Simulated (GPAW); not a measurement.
**STM contrast on 1T-VSSe monolayer**

Aim: Tersoff-Hamann images of 1T-VSSe monolayer at several biases.

Calculated with GPAW 26.7.0; GPAW, PAW setups; layer in a repeated cell with vacuum, relaxation of atoms and in-plane cell, in the first sound run; inputs show where later runs differ.

### Step 1. Set-up

The cell holds 3 atoms: 1 Se, 1 V and 1 S. Cell: a = 3.250 Å, b = 3.250 Å, c = 17.366 Å, α = 90.0°, β = 90.0°, γ = 120.0°. Vacuum lies along c.

### Step 2. Relaxing the atoms

Forces are removed first; all later runs use this geometry.

Contents of run.py:

```python
import json
import numpy as np
from ase import Atoms
from ase.filters import FrechetCellFilter
from ase.optimize import BFGS
from gpaw import GPAW, PW

slab = Atoms(
    ['Se', 'V', 'S'],
    positions=[
        [1.62500, 0.93819, 7.00000],
        [0.00000, 0.00000, 8.79543],
        [-0.00000, 1.87639, 10.36609]],
    cell=[[3.25, 0.0, 0.0], [-1.625, 2.81458, 0.0], [0.0, 0.0, 17.3661]],
    pbc=[True, True, True],
    magmoms=[0.0, 1.0, 0.0])

slab.calc = GPAW(mode=PW(600), xc='PBE', kpts={'size': (12, 12, 1), 'gamma': True},
                 occupations={'name': 'fermi-dirac', 'width': 0.05}, nbands='160%',
                 convergence={'density': 1e-05}, maxiter=200,
                 symmetry={'tolerance': 1e-3}, txt='slab.txt')
result = {}
# The in-plane cell is free; stress needs a cell that repeats along all three vectors
path = []
opt = BFGS(FrechetCellFilter(slab, mask=[1, 1, 0, 0, 0, 1]), maxstep=0.2)
opt.attach(lambda: path.append((slab.get_potential_energy(), slab.positions.tolist(), slab.get_forces().tolist())))
result['relaxed'] = bool(opt.run(fmax=0.02, steps=45))
result['path'] = path
result['cell'] = slab.cell.tolist()
print('in-plane lattice', slab.cell.cellpar().round(4)[[0, 1, 5]])
energy = slab.get_potential_energy()
fermi = slab.calc.get_fermi_level()
v = slab.calc.get_electrostatic_potential().mean((0, 1)) - fermi
n = slab.calc.get_pseudo_density().mean((0, 1))
L = slab.cell[2, 2]
z = np.arange(len(v)) * L / len(v)
low, high = slab.positions[:, 2].min(), slab.positions[:, 2].max()
below, above = np.interp([low - 4.8, high + 4.8], z, v)
slopes = [np.interp(x, z, np.gradient(v, z)) for x in (low - 4.8, high + 4.8)]
eps = np.array([[slab.calc.get_eigenvalues(k, s) for k in range(len(slab.calc.get_ibz_k_points()))]
                for s in range(slab.calc.get_number_of_spins())]) - fermi
top, bottom = eps[eps < 0].max(), eps[eps > 0].min()
dipole = slab.get_dipole_moment()[2]
print(f'energy {energy:.4f} eV, Fermi level {fermi:.4f} eV, dipole {dipole:.5f} e A')
print(f'potential 4.8 A off the faces, from the Fermi level: lower {below:.4f} eV, upper {above:.4f} eV')
print(f'slope of the potential there: lower {slopes[0]:.5f}, upper {slopes[1]:.5f} eV/A')
print(f'nearest levels on the mesh: {top:.4f} and {bottom:.4f} eV')
print('magnetic moment', round(slab.get_magnetic_moment(), 3))
result.update(energy=energy, fermi=fermi, dipole=dipole, below=below, above=above, slopes=slopes, edges=[top, bottom],
              z=z.tolist(), v=v.tolist(), n=n.tolist(), positions=slab.positions.tolist(),
              forces=slab.get_forces(apply_constraint=False).tolist(), moments=slab.get_magnetic_moments().tolist())
json.dump(result, open('result.json', 'w'))
```

Started as:

```console
OMP_NUM_THREADS=1 OPENBLAS_NUM_THREADS=1 python run.py
```

The program printed:

```text
Step          Energy          fmax
BFGS:    0      -18.162766        1.823699
BFGS:    1      -18.243317        1.506723
BFGS:    2      -18.400490        0.499488
BFGS:    3      -18.412854        0.281643
BFGS:    4      -18.417931        0.238009
BFGS:    5      -18.427482        0.260972
BFGS:    6      -18.430227        0.273460
BFGS:    7      -18.435052        0.145586
BFGS:    8      -18.435763        0.042439
BFGS:    9      -18.435831        0.003260
in-plane lattice [  3.2842   3.2842 120.    ]
energy -18.4302 eV, Fermi level -1.0301 eV, dipole -0.03591 e A
potential 4.8 A off the faces, from the Fermi level: lower 5.1200 eV, upper 5.3098 eV
slope of the potential there: lower -0.04024, upper -0.04008 eV/A
nearest levels on the mesh: -0.1114 and 0.0351 eV
magnetic moment 0.717
```

Run time: 15 min. Hardware: 1 thread of Arm Neoverse V1, shared host; peak memory 0.44 GiB.

Numbers from this step:

* dipole along the normal: -0.03591 e·Å
* levels nearest the Fermi level on the mesh: -0.1114, 0.03512 eV from the Fermi level
* site moments: -0.04686, 0.7060, -0.01732 μB
* sum of the site moments: 0.6418 μB

Electrostatic potential energy of an electron (without an applied field's), less the Fermi level, planar mean against z:

z (Å), electrostatic potential energy of an electron (without an applied field's), less the Fermi level, planar mean (eV) and a bar from the least value:
```
        0        5.2 ##############################
        1        5.2 ##############################
        2        5.1 ##############################
        3        5.1 ##############################
        4        5.0 ##############################
        5        4.9 #############################
        6        3.3 ###########################
        7      -18.1 
        8       -4.2 ##################
        9      -12.4 #######
       10      -14.7 ####
       11        1.7 #########################
       12        5.3 ##############################
       13        5.4 ##############################
       14        5.3 ##############################
       15        5.3 ##############################
       16        5.3 ##############################
       17        5.2 ##############################
```

Pseudo valence density, planar mean against z:

```csv
z (Å),"pseudo valence density, planar mean (e/Å³)"
0.00,0
0.52,0
0.87,0
1.39,0
1.91,0
2.26,0
2.78,5.6e-6
3.30,2.6e-5
3.65,7.3e-5
4.17,3.4e-4
4.69,0.00160
5.04,0.00455
5.56,0.0223
6.08,0.104
6.43,0.250
6.95,0.319
7.47,0.420
7.81,0.410
8.34,0.604
8.86,1.59
9.38,0.534
9.73,0.479
10.25,0.374
10.77,0.307
11.11,0.140
11.64,0.0283
12.16,0.00528
12.50,0.00175
13.02,3.4e-4
13.55,7.0e-5
13.89,2.5e-5
14.41,4.7e-6
14.93,1.7e-6
15.28,0
15.80,0
16.32,0
16.67,0
17.19,0
```

Site moment by atom:

```csv
atom,site moment (μB)
Se1,-0.047
V2,0.706
S3,-0.017
```

The relaxation lowered the energy of the cell by 0.273 eV (energies extrapolated to zero smearing; the optimiser's log prints free energies). The largest force left on a free atom is 0.0033 eV/Å.

### Step 3. The slab's potential

The work function is the vacuum plateau of the electrostatic potential less the Fermi level; a dipole layer lets the two faces have plateaus of their own.

This step: GPAW, PAW setups; slab in vacuum (GPAW 26.7.0).

The cell differs from the one that the last finished run ended in (c 17.366 → 17.036 Å).

Contents of run.py:

```python
import json
import numpy as np
from ase import Atoms
from ase.dft.stm import STM
from gpaw import GPAW, PW

slab = Atoms(
    ['Se', 'V', 'S'],
    positions=[
        [1.64212, 0.94807, 7.00000],
        [0.00000, 0.00000, 8.64217],
        [-0.00000, 1.89616, 10.03632]],
    cell=[[3.28424, -0.0, 0.0], [-1.64212, 2.84423, 0.0], [0.0, 0.0, 17.0363]],
    pbc=[True, True, False],
    magmoms=[0.0, 1.0, 0.0])

slab.calc = GPAW(mode=PW(400), xc='PBE', kpts={'size': (12, 12, 1), 'gamma': True},
                 occupations={'name': 'fermi-dirac', 'width': 0.05}, nbands='160%',
                 convergence={'density': 1e-05}, maxiter=200,
                 poissonsolver={'dipolelayer': 'xy'},
                 symmetry={'tolerance': 1e-3}, txt='slab.txt')
result = {}
energy = slab.get_potential_energy()
fermi = slab.calc.get_fermi_level()
v = slab.calc.get_electrostatic_potential().mean((0, 1)) - fermi
n = slab.calc.get_pseudo_density().mean((0, 1))
L = slab.cell[2, 2]
z = np.arange(len(v)) * L / len(v)
low, high = slab.positions[:, 2].min(), slab.positions[:, 2].max()
below, above = np.interp([low - 4.8, high + 4.8], z, v)
slopes = [np.interp(x, z, np.gradient(v, z)) for x in (low - 4.8, high + 4.8)]
eps = np.array([[slab.calc.get_eigenvalues(k, s) for k in range(len(slab.calc.get_ibz_k_points()))]
                for s in range(slab.calc.get_number_of_spins())]) - fermi
top, bottom = eps[eps < 0].max(), eps[eps > 0].min()
dipole = slab.get_dipole_moment()[2]
print(f'energy {energy:.4f} eV, Fermi level {fermi:.4f} eV, dipole {dipole:.5f} e A')
print(f'potential 4.8 A off the faces, from the Fermi level: lower {below:.4f} eV, upper {above:.4f} eV')
print(f'slope of the potential there: lower {slopes[0]:.5f}, upper {slopes[1]:.5f} eV/A')
print(f'nearest levels on the mesh: {top:.4f} and {bottom:.4f} eV')
print('magnetic moment', round(slab.get_magnetic_moment(), 3))
result.update(energy=energy, fermi=fermi, dipole=dipole, below=below, above=above, slopes=slopes, edges=[top, bottom],
              z=z.tolist(), v=v.tolist(), n=n.tolist(), positions=slab.positions.tolist(),
              forces=slab.get_forces(apply_constraint=False).tolist(), moments=slab.get_magnetic_moments().tolist())

# Images need the states of the whole zone, up to time reversal
slab.calc = slab.calc.fixed_density(symmetry={'point_group': False}, txt='states.txt', nbands='250%',
                                    convergence={'bands': 'CBM+1.8'})
stm = STM(slab)
result['stm'] = []
for bias in [-2.0, -1.0, 1.5]:
    height = high + 3.5
    current = stm.get_averaged_current(bias, height)
    x, y, h = stm.scan(bias, current)
    i, f = divmod(height / L * stm.ldos.shape[2], 1)
    I = abs((1 - f) * stm.ldos[:, :, int(i)] + f * stm.ldos[:, :, int(i) + 1])
    print(f'bias {bias} V: mean current at 3.5 A {current:.4e}, corrugation {np.ptp(h):.4f} A')
    result['stm'].append(dict(bias=bias, current=current, h=(h - high).tolist(), I=I.tolist()))
json.dump(result, open('result.json', 'w'))
```

The program printed:

```text
energy -18.3921 eV, Fermi level -0.9515 eV, dipole -0.02520 e A
potential 4.8 A off the faces, from the Fermi level: lower 4.9740 eV, upper 5.4636 eV
slope of the potential there: lower -0.00011, upper 0.00007 eV/A
nearest levels on the mesh: -0.1088 and 0.0347 eV
magnetic moment 0.717
bias -2.0 V: mean current at 3.5 A 2.3724e-05, corrugation 0.2401 A
bias -1.0 V: mean current at 3.5 A 1.0431e-05, corrugation 0.2786 A
bias 1.5 V: mean current at 3.5 A 4.9041e-05, corrugation 0.1454 A
```

Elapsed: 3.4 min, on 1 thread; peak memory 0.53 GiB.

This step gave:

- dipole along the normal: -0.02520 e·Å
- levels nearest the Fermi level on the mesh: -0.1088, 0.03474 eV from the Fermi level
- upper work function: 5.464 eV
- lower work function: 4.974 eV
- site moments: -0.04677, 0.7046, -0.01709 μB
- corrugation -2: 0.2401 Å
- corrugation -1: 0.2786 Å
- corrugation 1.5: 0.1454 Å
- sum of the site moments: 0.6407 μB

The electrostatic potential energy of an electron (without an applied field's), less the Fermi level, planar mean by z:

```csv
z (Å),"electrostatic potential energy of an electron (without an applied field's), less the Fermi level, planar mean (eV)"
0,5.22
1,4.97
2,4.97
3,4.97
4,4.97
5,4.84
6,2.20
7,-20.7
8,-5.06
9,-9.79
10,-17.5
11,3.18
12,5.37
13,5.46
14,5.46
15,5.46
16,5.46
```

The pseudo valence density, planar mean by z:

```csv
z (Å),"pseudo valence density, planar mean (e/Å³)"
0.00,-1.7e-6
0.64,1.9e-6
1.06,2.0e-6
1.70,0
2.34,4.9e-6
2.98,1.5e-5
3.41,5.7e-5
4.05,3.9e-4
4.68,0.00258
5.32,0.018
5.75,0.0647
6.39,0.316
7.03,0.216
7.45,0.452
8.09,0.486
8.73,1.55
9.37,0.472
9.80,0.464
10.43,0.379
11.07,0.0988
11.50,0.0261
12.14,0.00331
12.78,4.4e-4
13.42,6.2e-5
13.84,1.8e-5
14.48,0
15.12,2.0e-6
15.76,0
16.18,-1.6e-6
16.82,1.8e-6
```

Tip height over the top atom over a1 and a2. Sample bias -2 V, constant current at the mean current 3.5 Å over the top atom.

Ten even steps from '_' (3.36 Å) to '@' (3.60 Å):
```
____::==++**########**++==::____
..::==++##%%%%%%%%%%##++==::..__
::==++##%%%%@@@@%%%%##++==::....
==++##%%@@@@@@@@@@%%##++==::::::
++**%%%%@@@@@@@@%%%%**++--------
**##%%@@@@@@@@@@%%##**==------==
**##%%@@@@@@@@%%##**++==----==++
**##%%%%@@%%%%##**++==------==++
**##%%%%%%%%##**++==--------==++
****######****++==----------==++
++++++++++++====------------====
==========----------------------
::::::::::--------------------::
..__....::----==========----::..
______..::--==++++++++==--::..__
____..::==++**********++==::..__
```
Columns: a1 from 0 to 0.938; rows upwards: a2 from 0 to 0.938.

Local density of states summed over the bias window over a1 and a2. Sample bias -2 V, constant height 3.5 Å over the top atom.

Ten even steps from '_' (1.73 × 1e-5 arbitrary) to '@' (3.41 × 1e-5 arbitrary):
```
____..::--==++****++==--::..____
__..::==++**######**++==::..____
..::==++##%%%%%%%%##++==::......
::--++##%%@@@@@@%%##++--::......
--==**%%@@@@@@@@%%**==--::....::
==++##%%@@@@@@%%##++==--::::::--
==**##%%@@@@%%##**==--::::::::--
++**##%%%%%%##**++--::::..::::--
==++**####**++==--::::....::::--
====++++++====--::::......::::--
----====------::::........::::--
::::::::::::::::..........::::::
............::::::::::::::::....
______......::::::::::::::......
______....::------------::....__
______..::--====++====--::..____
```
Columns: a1 from 0 to 0.938; rows upwards: a2 from 0 to 0.938.

Tip height over the top atom over a1 and a2. Sample bias -1 V, constant current at the mean current 3.5 Å over the top atom.

Ten even steps from '_' (3.33 Å) to '@' (3.61 Å):
```
__..--==**####%%%%####**==--..__
..--==**##%%%%%%%%%%##**==--....
--==**##%%@@@@@@@@%%##**==--::::
==**##%%@@@@@@@@@@%%##**==--::--
++##%%@@@@@@@@@@@@%%##++========
**##%%@@@@@@@@@@%%##**++======++
##%%%%@@@@@@@@%%%%##++++====++++
##%%%%@@@@@@%%%%##**++======++**
####%%%%%%%%####**++========++**
**##########**++++==========++++
++********++++++============++++
================================
----------====================--
......::::====++++++++++====::::
____..::--==++++****++++==--::..
____..--==++**######**++==--..__
```
Columns: a1 from 0 to 0.938; rows upwards: a2 from 0 to 0.938.

Local density of states summed over the bias window over a1 and a2. Sample bias -1 V, constant height 3.5 Å over the top atom.

Ten even steps from '_' (0.72 × 1e-5 arbitrary) to '@' (1.46 × 1e-5 arbitrary):
```
____..--==++********++==--..____
__..--==++####%%####++==--..____
..--==++##%%%%%%%%##++==--......
--==++##%%@@@@@@%%##++==--::..::
==++##%%@@@@@@@@%%##++==--::::--
==**##%%@@@@@@%%##**==----------
++**%%%%@@@@%%%%**++==--------==
++**##%%%%%%##**++==----::----==
++**########**++==----::::----==
==++++++++++====----::::::----==
============------::::::::------
----------------::::::::::------
........::::----------------::::
______....::--------------::....
______..::----========----::..__
______..--====++++++====--..____
```
Columns: a1 from 0 to 0.938; rows upwards: a2 from 0 to 0.938.

Tip height over the top atom over a1 and a2. Sample bias 1.5 V, constant current at the mean current 3.5 Å over the top atom.

Ten even steps from '0' (3.42 Å) to '9' (3.56 Å):
```
0134567777654310
1345788888754311
3457899998754322
4578999998754333
5689999998654334
6789999987654345
6789999876544445
6789998765443445
6788887654433445
6677766544333445
5555555443333445
4444444433333444
3333333444444333
1112334444444332
0012345555554321
0013456666654310
```
Columns: a1 from 0 to 0.938; rows upwards: a2 from 0 to 0.938.

Local density of states summed over the bias window over a1 and a2. Sample bias 1.5 V, constant height 3.5 Å over the top atom.

Ten even steps from '_' (4.14 × 1e-5 arbitrary) to '@' (5.83 × 1e-5 arbitrary):
```
__..::--==++********++==--::..__
..::--==**####%%####**==--::..__
::--==**##%%@@@@%%##**==--::....
--==**##%%@@@@@@%%##**==--::::::
==++##%%@@@@@@@@%%##++==--::::--
==**##@@@@@@@@@@##**==----::----
++**%%@@@@@@@@%%**++==--------==
++**##%%%%%%##**++==----::----==
++**########**++==--::::::::--==
==++******++====--::::::::::--==
============------::::::::------
----------------::::::::::------
::::::::::::::----::::----::::::
........::::--------------::::..
______..::----========----::..__
____..::--====++++++====--::..__
```
Columns: a1 from 0 to 0.938; rows upwards: a2 from 0 to 0.938.

The potential is flat to 1.1e-4 eV/Å where it is read, so the vacuum is wide enough.

### Step 4. A changed run

One more run, with changed settings.

run.py: that of step 3 with these lines changed.

```diff
@@ -3,3 +3,2 @@
 from ase import Atoms
-from ase.dft.stm import STM
 from gpaw import GPAW, PW
@@ -13,3 +12,3 @@
     cell=[[3.28424, -0.0, 0.0], [-1.64212, 2.84423, 0.0], [0.0, 0.0, 17.0363]],
-    pbc=[True, True, False],
+    pbc=[True, True, True],
     magmoms=[0.0, 1.0, 0.0])
@@ -18,3 +17,3 @@
                  occupations={'name': 'fermi-dirac', 'width': 0.05}, nbands='160%',
-                 convergence={'density': 1e-05}, maxiter=200,
+                 convergence={'density': 1e-05}, maxiter=75,
                  poissonsolver={'dipolelayer': 'xy'},
@@ -43,16 +42,2 @@
               forces=slab.get_forces(apply_constraint=False).tolist(), moments=slab.get_magnetic_moments().tolist())
-
-# Images need the states of the whole zone, up to time reversal
-slab.calc = slab.calc.fixed_density(symmetry={'point_group': False}, txt='states.txt', nbands='250%',
-                                    convergence={'bands': 'CBM+1.8'})
-stm = STM(slab)
-result['stm'] = []
-for bias in [-2.0, -1.0, 1.5]:
-    height = high + 3.5
-    current = stm.get_averaged_current(bias, height)
-    x, y, h = stm.scan(bias, current)
-    i, f = divmod(height / L * stm.ldos.shape[2], 1)
-    I = abs((1 - f) * stm.ldos[:, :, int(i)] + f * stm.ldos[:, :, int(i) + 1])
-    print(f'bias {bias} V: mean current at 3.5 A {current:.4e}, corrugation {np.ptp(h):.4f} A')
-    result['stm'].append(dict(bias=bias, current=current, h=(h - high).tolist(), I=I.tolist()))
 json.dump(result, open('result.json', 'w'))
```

The program printed:

```text
AssertionError
```

It took 1.1 s on 1 thread; peak memory 0.13 GiB.

The program refused the input before any cycle.

The fault put into the input: a dipole layer in a cell that repeats along the normal (pbc_z = true).

### Step 5. What came out

```yaml
work_function_upper_and_lower_face: 5.464 and 4.974 eV
dipole_along_the_normal: -0.0252 e Å
corrugation_at_minus_2_v: 0.240 Å
corrugation_at_minus_1_v: 0.279 Å
corrugation_at_1p5_v: 0.145 Å
```

What this shows: The corrugation at constant current is largest at -1 V, where the tip height varies by 0.28 Å over the cell. Negative sample bias images filled states, positive bias empty ones. The two faces differ by 0.49 eV, the step that the slab's dipole makes (e p/(ε0 A) gives 0.49 eV), so the dipole layer is needed. The images are of Tersoff-Hamann type: an s-wave tip, no tip-sample forces, heights closer than in a microscope. The relaxation of atoms and cell ran in a fully periodic cell without the dipole layer, so the atoms of this polar layer felt a small spurious field. One magnetic start was tried; another order may lie lower. The layer's cell and atoms come from the relaxation; spin-orbit coupling and temperature are left out.

[Logs are printed without paths, hosts, clocks, repeated set-up lines and the standing remarks that a program may print on its own settings, such as how far it seeks lower states.]

[Hosts, paths, dates, database ids (printed as entryN), source tags and the programs' standing remarks are cut or masked in the printed files.]
